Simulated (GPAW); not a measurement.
**Work function of a 8-layer slab of Pb(100) at several levels**

Aim: the work function of both faces of a 8-layer slab of Pb(100), and its spread over functionals and bases.

Calculated with GPAW 26.7.0; GPAW, PAW setups; slab in vacuum, relaxation, in the first sound run; inputs show where later runs differ.

### 1. Set-up

The cell holds 8 atoms: 8 Pb. Its edges and angles: a = 3.500 Å, b = 3.500 Å, c = 33.325 Å, α = 90.0°, β = 90.0°, γ = 90.0°. Vacuum lies along c.

### 2. Relaxing the atoms

Forces are removed first; all later runs use this geometry. The lowest 4 atoms are held at bulk positions and keep their forces.

The input, run.py:

```python
import json
import numpy as np
from ase import Atoms
from ase.constraints import FixAtoms
from ase.optimize import BFGS
from gpaw import GPAW, PW

slab = Atoms(
    ['Pb', 'Pb', 'Pb', 'Pb', 'Pb', 'Pb', 'Pb', 'Pb'],
    positions=[
        [1.75009, 1.75009, 8.00000],
        [0.00000, 0.00000, 10.47500],
        [1.75009, 1.75009, 12.95000],
        [0.00000, 0.00000, 15.42500],
        [1.75009, 1.75009, 17.90000],
        [0.00000, 0.00000, 20.37500],
        [1.75009, 1.75009, 22.85000],
        [0.00000, 0.00000, 25.32500]],
    cell=[[3.50018, 0.0, 0.0], [0.0, 3.50018, 0.0], [0.0, 0.0, 33.325]],
    pbc=[True, True, False])

slab.calc = GPAW(mode=PW(400), xc='PBE', kpts={'size': (9, 9, 1), 'gamma': True},
                 occupations={'name': 'fermi-dirac', 'width': 0.1}, nbands='200%',
                 convergence={'density': 1e-05}, maxiter=200,
                 poissonsolver={'dipolelayer': 'xy'},
                 symmetry={'tolerance': 1e-3, 'extra_ids': [1, 1, 1, 1, 0, 0, 0, 0]}, txt='slab.txt')
result = {}
slab.set_constraint(FixAtoms([0, 1, 2, 3]))
path = []
opt = BFGS(slab, maxstep=0.2)
opt.attach(lambda: path.append((slab.get_potential_energy(), slab.positions.tolist(), slab.get_forces().tolist())))
result['relaxed'] = bool(opt.run(fmax=0.03, steps=40))
result['path'] = path
energy = slab.get_potential_energy()
fermi = slab.calc.get_fermi_level()
v = slab.calc.get_electrostatic_potential().mean((0, 1)) - fermi
n = slab.calc.get_pseudo_density().mean((0, 1))
L = slab.cell[2, 2]
z = np.arange(len(v)) * L / len(v)
low, high = slab.positions[:, 2].min(), slab.positions[:, 2].max()
below, above = np.interp([low - 5.8, high + 5.8], z, v)
slopes = [np.interp(x, z, np.gradient(v, z)) for x in (low - 5.8, high + 5.8)]
eps = np.array([[slab.calc.get_eigenvalues(k, s) for k in range(len(slab.calc.get_ibz_k_points()))]
                for s in range(slab.calc.get_number_of_spins())]) - fermi
top, bottom = eps[eps < 0].max(), eps[eps > 0].min()
dipole = slab.get_dipole_moment()[2]
print(f'energy {energy:.4f} eV, Fermi level {fermi:.4f} eV, dipole {dipole:.5f} e A')
print(f'potential 5.8 A off the faces, from the Fermi level: lower {below:.4f} eV, upper {above:.4f} eV')
print(f'slope of the potential there: lower {slopes[0]:.5f}, upper {slopes[1]:.5f} eV/A')
print(f'nearest levels on the mesh: {top:.4f} and {bottom:.4f} eV')
print('magnetic moment', round(slab.get_magnetic_moment(), 3))
result.update(energy=energy, fermi=fermi, dipole=dipole, below=below, above=above, slopes=slopes, edges=[top, bottom],
              z=z.tolist(), v=v.tolist(), n=n.tolist(), positions=slab.positions.tolist(),
              forces=slab.get_forces(apply_constraint=False).tolist(), moments=slab.get_magnetic_moments().tolist())
json.dump(result, open('result.json', 'w'))
```

Started as:

```
> OMP_NUM_THREADS=1 OPENBLAS_NUM_THREADS=1 python run.py
```

The program printed:

```text
Step          Energy          fmax
BFGS:    0      -29.393080        0.406438
BFGS:    1      -29.396196        0.388760
BFGS:    2      -29.420040        0.118052
BFGS:    3      -29.421220        0.060407
BFGS:    4      -29.421319        0.057287
BFGS:    5      -29.410360        0.318388
BFGS:    6      -29.423878        0.111384
BFGS:    7      -29.424142        0.106204
BFGS:    8      -29.428377        0.044308
BFGS:    9      -29.429802        0.059682
BFGS:   10      -29.430947        0.048903
BFGS:   11      -29.431203        0.054384
BFGS:   12      -29.431405        0.061609
BFGS:   13      -29.431566        0.060689
BFGS:   14      -29.432698        0.048172
BFGS:   15      -29.433496        0.023375
energy -29.3609 eV, Fermi level 3.0481 eV, dipole -0.00459 e A
potential 5.8 A off the faces, from the Fermi level: lower 3.6984 eV, upper 3.7698 eV
slope of the potential there: lower -0.00021, upper 0.00020 eV/A
nearest levels on the mesh: -0.0144 and 0.0147 eV
magnetic moment 0.0
```

It took 54 min on 1 thread of Intel Xeon 6975P-C (Granite Rapids), shared host; peak memory 0.48 GiB.

The steps of the relaxation:

```tsv
step	energy less that of the first step (eV)	largest force (eV/Å)
1	0.0000	0.4064
2	-0.0034	0.3888
3	-0.0330	0.1181
4	-0.0331	0.0604
5	-0.0332	0.0573
6	-0.0253	0.3184
7	-0.0366	0.1114
8	-0.0368	0.1062
9	-0.0392	0.0443
10	-0.0399	0.0597
11	-0.0406	0.0489
12	-0.0410	0.0544
13	-0.0413	0.0616
14	-0.0415	0.0607
15	-0.0432	0.0482
16	-0.0434	0.0234
```

The atoms that moved most (Å):

```tsv
atom	dx	dy	dz	length
Pb7	0.000	0.000	0.289	0.289
Pb8	0.000	0.000	0.164	0.164
Pb5	0.000	0.000	0.061	0.061
Pb6	0.000	0.000	0.059	0.059
```

The relaxed structure:

```cif
data_structure
_symmetry_space_group_name_H-M 'P 1'
_symmetry_Int_Tables_number 1
_cell_length_a 3.5002
_cell_length_b 3.5002
_cell_length_c 33.3250
_cell_angle_alpha 90.000
_cell_angle_beta 90.000
_cell_angle_gamma 90.000
_cell_volume 408.27
loop_
_atom_site_label
_atom_site_type_symbol
_atom_site_fract_x
_atom_site_fract_y
_atom_site_fract_z
_atom_site_occupancy
Pb1 Pb 0.50000 0.50000 0.24006 1
Pb2 Pb 0.00000 0.00000 0.31433 1
Pb3 Pb 0.50000 0.50000 0.38860 1
Pb4 Pb 0.00000 0.00000 0.46287 1
Pb5 Pb 0.50000 0.50000 0.53898 1
Pb6 Pb 0.00000 0.00000 0.61317 1
Pb7 Pb 0.50000 0.50000 0.69434 1
Pb8 Pb 0.00000 0.00000 0.76487 1
```

This step gave:

```
dipole along the normal                    : -0.004586 e·Å
levels nearest the Fermi level on the mesh : -0.01440, 0.01467 eV from the Fermi level
upper work function                        : 3.770 eV
lower work function                        : 3.698 eV
```

The electrostatic potential energy of an electron (without an applied field's), less the Fermi level, planar mean oscillates, so the rows of the table below give means over windows of 2.5 Å about each position, cut where the curve ends. Its maxima inside the range that stand out by 2 % of the span (Å: eV): 9.3: -0.0593, 11.7: -0.179, 14.3: -0.192, 16.7: 0.211, 19.2: -0.135, 21.8: 0.894, 24.3: -0.755. Its minima: 8.0: -18.5, 10.5: -18.5, 12.9: -18.6, 15.4: -18.6, 17.9: -18.4, 20.4: -18.6, 23.1: -18.5, 25.5: -18.5.

The electrostatic potential energy of an electron (without an applied field's), less the Fermi level, planar mean by z; means over each step:

z (Å), electrostatic potential energy of an electron (without an applied field's), less the Fermi level, planar mean (eV) and a bar from the least value:
```
     1.25        3.7 ##############################
     3.75        3.7 ##############################
     6.25        1.6 ########################
     8.75       -7.6 #
    11.25       -7.8 #
    13.75       -7.7 #
    16.25       -7.3 ##
    18.75       -7.7 #
    21.25       -6.6 ####
    23.75       -8.1 
    26.25       -5.6 ######
    28.75        3.7 ##############################
    31.25        3.8 ##############################
```

The pseudo valence density, planar mean oscillates, so the rows of the table below give means over windows of 2.5 Å about each position, cut where the curve ends. Its maxima inside the range that stand out by 2 % of the span (Å: e/Å³): 7.9: 1.01, 10.4: 1.03, 12.9: 1.04, 15.4: 1.04, 17.9: 1.03, 20.4: 1.04, 23.1: 1.04, 25.4: 1.02. Its minima: 9.2: 0.147, 11.7: 0.144, 14.2: 0.144, 16.7: 0.133, 19.2: 0.145, 21.9: 0.110, 24.4: 0.170.

Pseudo valence density, planar mean against z; means over each step:

```tsv
z (Å)	pseudo valence density, planar mean (e/Å³)
1.25	0
3.75	1.7e-4
6.25	0.0739
8.75	0.461
11.25	0.462
13.75	0.462
16.25	0.450
18.75	0.463
21.25	0.423
23.75	0.480
26.25	0.381
28.75	0.00173
31.25	5.5e-6
```

The relaxation lowered the energy of the cell by 0.0434 eV (energies extrapolated to zero smearing; the optimiser's log prints free energies). The largest force left on a free atom is 0.023 eV/Å.

### 3. Plane waves, PBE

With the geometry fixed, the planar mean of the potential gives the vacuum level on each side.

This step: GPAW, PAW setups; slab in vacuum (GPAW 26.7.0).

Changes to run.py since step 2:

```diff
@@ -3,4 +3,2 @@
 from ase import Atoms
-from ase.constraints import FixAtoms
-from ase.optimize import BFGS
 from gpaw import GPAW, PW
@@ -14,6 +12,6 @@
         [0.00000, 0.00000, 15.42500],
-        [1.75009, 1.75009, 17.90000],
-        [0.00000, 0.00000, 20.37500],
-        [1.75009, 1.75009, 22.85000],
-        [0.00000, 0.00000, 25.32500]],
+        [1.75009, 1.75009, 17.96141],
+        [0.00000, -0.00000, 20.43390],
+        [1.75009, 1.75009, 23.13873],
+        [-0.00000, 0.00000, 25.48923]],
     cell=[[3.50018, 0.0, 0.0], [0.0, 3.50018, 0.0], [0.0, 0.0, 33.325]],
@@ -25,10 +23,4 @@
                  poissonsolver={'dipolelayer': 'xy'},
-                 symmetry={'tolerance': 1e-3, 'extra_ids': [1, 1, 1, 1, 0, 0, 0, 0]}, txt='slab.txt')
+                 symmetry={'tolerance': 1e-3}, txt='slab.txt')
 result = {}
-slab.set_constraint(FixAtoms([0, 1, 2, 3]))
-path = []
-opt = BFGS(slab, maxstep=0.2)
-opt.attach(lambda: path.append((slab.get_potential_energy(), slab.positions.tolist(), slab.get_forces().tolist())))
-result['relaxed'] = bool(opt.run(fmax=0.03, steps=40))
-result['path'] = path
 energy = slab.get_potential_energy()
```

The program printed:

```text
energy -29.3609 eV, Fermi level 3.0481 eV, dipole -0.00469 e A
potential 5.8 A off the faces, from the Fermi level: lower 3.6983 eV, upper 3.7699 eV
slope of the potential there: lower -0.00020, upper 0.00019 eV/A
nearest levels on the mesh: -0.0144 and 0.0147 eV
magnetic moment 0.0
```

The job ended after 5.2 min (1 thread; peak memory 0.47 GiB).

Numbers from this step:

```yaml
dipole_along_the_normal: -0.004694 e·Å
levels_nearest_the_fermi_level_on_the_mesh: -0.01439, 0.01465 eV from the Fermi level
```

The electrostatic potential energy of an electron (without an applied field's), less the Fermi level, planar mean oscillates, so the rows of the table below give means over windows of 2.5 Å about each position, cut where the curve ends. Its maxima inside the range that stand out by 2 % of the span (Å: eV): 9.3: -0.0594, 11.7: -0.179, 14.3: -0.192, 16.7: 0.211, 19.2: -0.134, 21.8: 0.894, 24.3: -0.755. Its minima: 8.0: -18.5, 10.5: -18.5, 12.9: -18.6, 15.4: -18.6, 17.9: -18.4, 20.4: -18.6, 23.1: -18.5, 25.5: -18.5.

Electrostatic potential energy of an electron (without an applied field's), less the Fermi level, planar mean against z; means over each step:

z (Å), electrostatic potential energy of an electron (without an applied field's), less the Fermi level, planar mean (eV) and a bar from the least value:
```
     1.25        3.7 ##############################
     3.75        3.7 ##############################
     6.25        1.6 ########################
     8.75       -7.6 #
    11.25       -7.8 #
    13.75       -7.7 #
    16.25       -7.3 ##
    18.75       -7.7 #
    21.25       -6.6 ####
    23.75       -8.1 
    26.25       -5.6 ######
    28.75        3.7 ##############################
    31.25        3.8 ##############################
```

The pseudo valence density, planar mean oscillates, so the rows of the table below give means over windows of 2.5 Å about each position, cut where the curve ends. Its maxima inside the range that stand out by 2 % of the span (Å: e/Å³): 7.9: 1.01, 10.4: 1.03, 12.9: 1.04, 15.4: 1.04, 17.9: 1.03, 20.4: 1.04, 23.1: 1.04, 25.4: 1.02. Its minima: 9.2: 0.147, 11.7: 0.144, 14.2: 0.144, 16.7: 0.133, 19.2: 0.145, 21.9: 0.110, 24.4: 0.170.

Table of pseudo valence density, planar mean by z; means over each step:

```tsv
z (Å)	pseudo valence density, planar mean (e/Å³)
1.25	0
3.75	1.7e-4
6.25	0.0739
8.75	0.461
11.25	0.462
13.75	0.462
16.25	0.450
18.75	0.463
21.25	0.423
23.75	0.480
26.25	0.381
28.75	0.00173
31.25	5.5e-6
```

Force by atom:

```tsv
atom	x (eV/Å)	y (eV/Å)	z (eV/Å)	size
Pb1	0.000	0.000	0.159	0.159
Pb2	0.000	0.000	-0.407	0.407
Pb3	0.000	0.000	0.181	0.181
Pb4	0.000	0.000	0.031	0.031
Pb5	0.000	0.000	0.020	0.020
Pb6	0.000	0.000	0.017	0.017
Pb7	0.000	0.000	-0.023	0.023
Pb8	0.000	0.000	0.020	0.020
```

The potential is flat to 2.0e-4 eV/Å where it is read, so the vacuum is wide enough.

### 4. Self-consistent run: xc = "vdW-DF2"

The same geometry under vdW-DF2, to see how far the functional moves the levels against the vacuum (the van der Waals functionals take revPBE setups).

Changes to run.py since step 3:

```diff
@@ -19,3 +19,3 @@
 
-slab.calc = GPAW(mode=PW(400), xc='PBE', kpts={'size': (9, 9, 1), 'gamma': True},
+slab.calc = GPAW(mode=PW(400), xc='vdW-DF2', kpts={'size': (9, 9, 1), 'gamma': True},
                  occupations={'name': 'fermi-dirac', 'width': 0.1}, nbands='200%',
```

The program printed:

```text
energy -1369.3339 eV, Fermi level 2.9989 eV, dipole -0.00402 e A
potential 5.8 A off the faces, from the Fermi level: lower 4.1339 eV, upper 4.1958 eV
slope of the potential there: lower -0.00084, upper 0.00069 eV/A
nearest levels on the mesh: -0.1017 and 0.0046 eV
magnetic moment 0.0
```

Wall time 14 min (1 thread); peak memory 0.73 GiB.

This step gave:

```yaml
dipole_along_the_normal: -0.004024 e·Å
levels_nearest_the_fermi_level_on_the_mesh: -0.1017, 0.004570 eV from the Fermi level
upper_work_function: 4.196 eV
lower_work_function: 4.134 eV
```

The electrostatic potential energy of an electron (without an applied field's), less the Fermi level, planar mean oscillates, so the rows of the table below give means over windows of 2.5 Å about each position, cut where the curve ends. Its maxima inside the range that stand out by 2 % of the span (Å: eV): 9.3: -0.291, 11.7: -0.413, 14.3: -0.420, 16.7: -0.0199, 19.2: -0.359, 21.8: 0.686, 24.3: -0.991. Its minima: 8.0: -18.6, 10.5: -18.7, 12.9: -18.8, 15.4: -18.8, 17.9: -18.6, 20.4: -18.7, 23.1: -18.7, 25.5: -18.6.

The electrostatic potential energy of an electron (without an applied field's), less the Fermi level, planar mean by z; means over each step:

z (Å), electrostatic potential energy of an electron (without an applied field's), less the Fermi level, planar mean (eV) and a bar from the least value:
```
     1.25        4.1 ##############################
     3.75        4.1 ##############################
     6.25        1.8 ########################
     8.75       -7.8 #
    11.25       -8.0 #
    13.75       -7.9 #
    16.25       -7.6 ##
    18.75       -7.9 #
    21.25       -6.8 ####
    23.75       -8.3 
    26.25       -5.5 #######
    28.75        4.1 ##############################
    31.25        4.2 ##############################
```

The pseudo valence density, planar mean oscillates, so the rows of the table below give means over windows of 2.5 Å about each position, cut where the curve ends. Its maxima inside the range that stand out by 2 % of the span (Å: e/Å³): 7.9: 1.01, 10.4: 1.03, 12.9: 1.04, 15.4: 1.04, 17.9: 1.03, 20.4: 1.04, 23.1: 1.04, 25.4: 1.02. Its minima: 9.2: 0.146, 11.7: 0.144, 14.2: 0.143, 16.7: 0.133, 19.2: 0.144, 21.9: 0.110, 24.4: 0.169.

Pseudo valence density, planar mean against z; means over each step:

```tsv
z (Å)	pseudo valence density, planar mean (e/Å³)
1.25	2.8e-6
3.75	2.5e-4
6.25	0.0743
8.75	0.460
11.25	0.462
13.75	0.462
16.25	0.450
18.75	0.463
21.25	0.423
23.75	0.479
26.25	0.381
28.75	0.00207
31.25	1.1e-5
```

Force by atom:

```tsv
atom	x (eV/Å)	y (eV/Å)	z (eV/Å)	size
Pb1	0.000	0.000	-0.295	0.295
Pb2	0.000	0.000	-0.397	0.397
Pb3	0.000	0.000	0.188	0.188
Pb4	0.000	0.000	0.043	0.043
Pb5	0.000	0.000	0.010	0.010
Pb6	0.000	0.000	0.100	0.100
Pb7	0.000	0.000	-0.156	0.156
Pb8	0.000	0.000	0.522	0.522
```

The upper face's work function is 4.196 eV, against 3.770 eV in the first plane-wave PBE run at this geometry.

### 5. Self-consistent run: xc = "RPBE"

The same geometry under RPBE, to see how far the functional moves the levels against the vacuum.

Changes to run.py since step 4:

```diff
@@ -19,3 +19,3 @@
 
-slab.calc = GPAW(mode=PW(400), xc='vdW-DF2', kpts={'size': (9, 9, 1), 'gamma': True},
+slab.calc = GPAW(mode=PW(400), xc='RPBE', kpts={'size': (9, 9, 1), 'gamma': True},
                  occupations={'name': 'fermi-dirac', 'width': 0.1}, nbands='200%',
```

The program printed:

```text
energy -26.3494 eV, Fermi level 3.1865 eV, dipole -0.00480 e A
potential 5.8 A off the faces, from the Fermi level: lower 3.5482 eV, upper 3.6213 eV
slope of the potential there: lower -0.00023, upper 0.00022 eV/A
nearest levels on the mesh: -0.0125 and 0.0114 eV
magnetic moment 0.0
```

The job ended after 5.3 min (1 thread; peak memory 0.47 GiB).

This step gave:

| Item | Value |
| --- | --- |
| dipole along the normal | -0.004797 e·Å |
| levels nearest the Fermi level on the mesh | -0.01252, 0.01142 eV from the Fermi level |
| upper work function | 3.621 eV |
| lower work function | 3.548 eV |

The upper face's work function is 3.621 eV, against 3.770 eV in the first plane-wave PBE run at this geometry.

### 6. Self-consistent run: xc = "revPBE"

The same geometry under revPBE, to see how far the functional moves the levels against the vacuum.

Changes to run.py since step 5:

```diff
@@ -19,3 +19,3 @@
 
-slab.calc = GPAW(mode=PW(400), xc='RPBE', kpts={'size': (9, 9, 1), 'gamma': True},
+slab.calc = GPAW(mode=PW(400), xc='revPBE', kpts={'size': (9, 9, 1), 'gamma': True},
                  occupations={'name': 'fermi-dirac', 'width': 0.1}, nbands='200%',
```

The program printed:

```text
energy -26.8762 eV, Fermi level 3.1586 eV, dipole -0.00467 e A
potential 5.8 A off the faces, from the Fermi level: lower 3.5620 eV, upper 3.6333 eV
slope of the potential there: lower -0.00022, upper 0.00021 eV/A
nearest levels on the mesh: -0.0135 and 0.0118 eV
magnetic moment 0.0
```

Elapsed: 5.1 min, on 1 thread; peak memory 0.47 GiB.

This step gave:

```
dipole along the normal                    : -0.004667 e·Å
levels nearest the Fermi level on the mesh : -0.01354, 0.01177 eV from the Fermi level
upper work function                        : 3.633 eV
lower work function                        : 3.562 eV
```

The electrostatic potential energy of an electron (without an applied field's), less the Fermi level, planar mean oscillates, so the rows of the table below give means over windows of 2.5 Å about each position, cut where the curve ends. Its maxima inside the range that stand out by 2 % of the span (Å: eV): 9.3: -0.155, 11.7: -0.279, 14.3: -0.291, 16.7: 0.111, 19.2: -0.233, 21.8: 0.791, 24.3: -0.851. Its minima: 8.0: -18.6, 10.5: -18.5, 12.9: -18.6, 15.4: -18.6, 17.9: -18.5, 20.4: -18.6, 23.1: -18.6, 25.5: -18.6.

Table of electrostatic potential energy of an electron (without an applied field's), less the Fermi level, planar mean by z; means over each step:

z (Å), electrostatic potential energy of an electron (without an applied field's), less the Fermi level, planar mean (eV) and a bar from the least value:
```
     1.25        3.6 ##############################
     3.75        3.6 ##############################
     6.25        1.5 ########################
     8.75       -7.7 #
    11.25       -7.9 #
    13.75       -7.8 #
    16.25       -7.4 ##
    18.75       -7.8 #
    21.25       -6.7 ####
    23.75       -8.2 
    26.25       -5.7 ######
    28.75        3.6 ##############################
    31.25        3.6 ##############################
```

The upper face's work function is 3.633 eV, against 3.770 eV in the first plane-wave PBE run at this geometry.

### 7. OptPBE vdW: xc = "optPBE-vdW"

The same geometry under optPBE-vdW, to see how far the functional moves the levels against the vacuum (the van der Waals functionals take revPBE setups).

Changes to run.py since step 6:

```diff
@@ -19,3 +19,3 @@
 
-slab.calc = GPAW(mode=PW(400), xc='revPBE', kpts={'size': (9, 9, 1), 'gamma': True},
+slab.calc = GPAW(mode=PW(400), xc='optPBE-vdW', kpts={'size': (9, 9, 1), 'gamma': True},
                  occupations={'name': 'fermi-dirac', 'width': 0.1}, nbands='200%',
```

The program printed:

```text
energy -152.3031 eV, Fermi level 2.9778 eV, dipole -0.00458 e A
potential 5.8 A off the faces, from the Fermi level: lower 3.9195 eV, upper 3.9894 eV
slope of the potential there: lower -0.00028, upper 0.00027 eV/A
nearest levels on the mesh: -0.0028 and 0.0183 eV
magnetic moment 0.0
```

The job ended after 6.1 min (1 thread; peak memory 0.72 GiB).

This step gave:

```yaml
dipole_along_the_normal: -0.004582 e·Å
levels_nearest_the_fermi_level_on_the_mesh: -0.002839, 0.01828 eV from the Fermi level
upper_work_function: 3.989 eV
lower_work_function: 3.919 eV
```

The upper face's work function is 3.989 eV, against 3.770 eV in the first plane-wave PBE run at this geometry.

[end of part 1 of 2]

[Logs are printed without paths, hosts, clocks, repeated set-up lines and the standing remarks that a program may print on its own settings, such as how far it seeks lower states.]

[Hosts, paths, dates, database ids (printed as entryN), source tags and the programs' standing remarks are cut or masked in the printed files.]
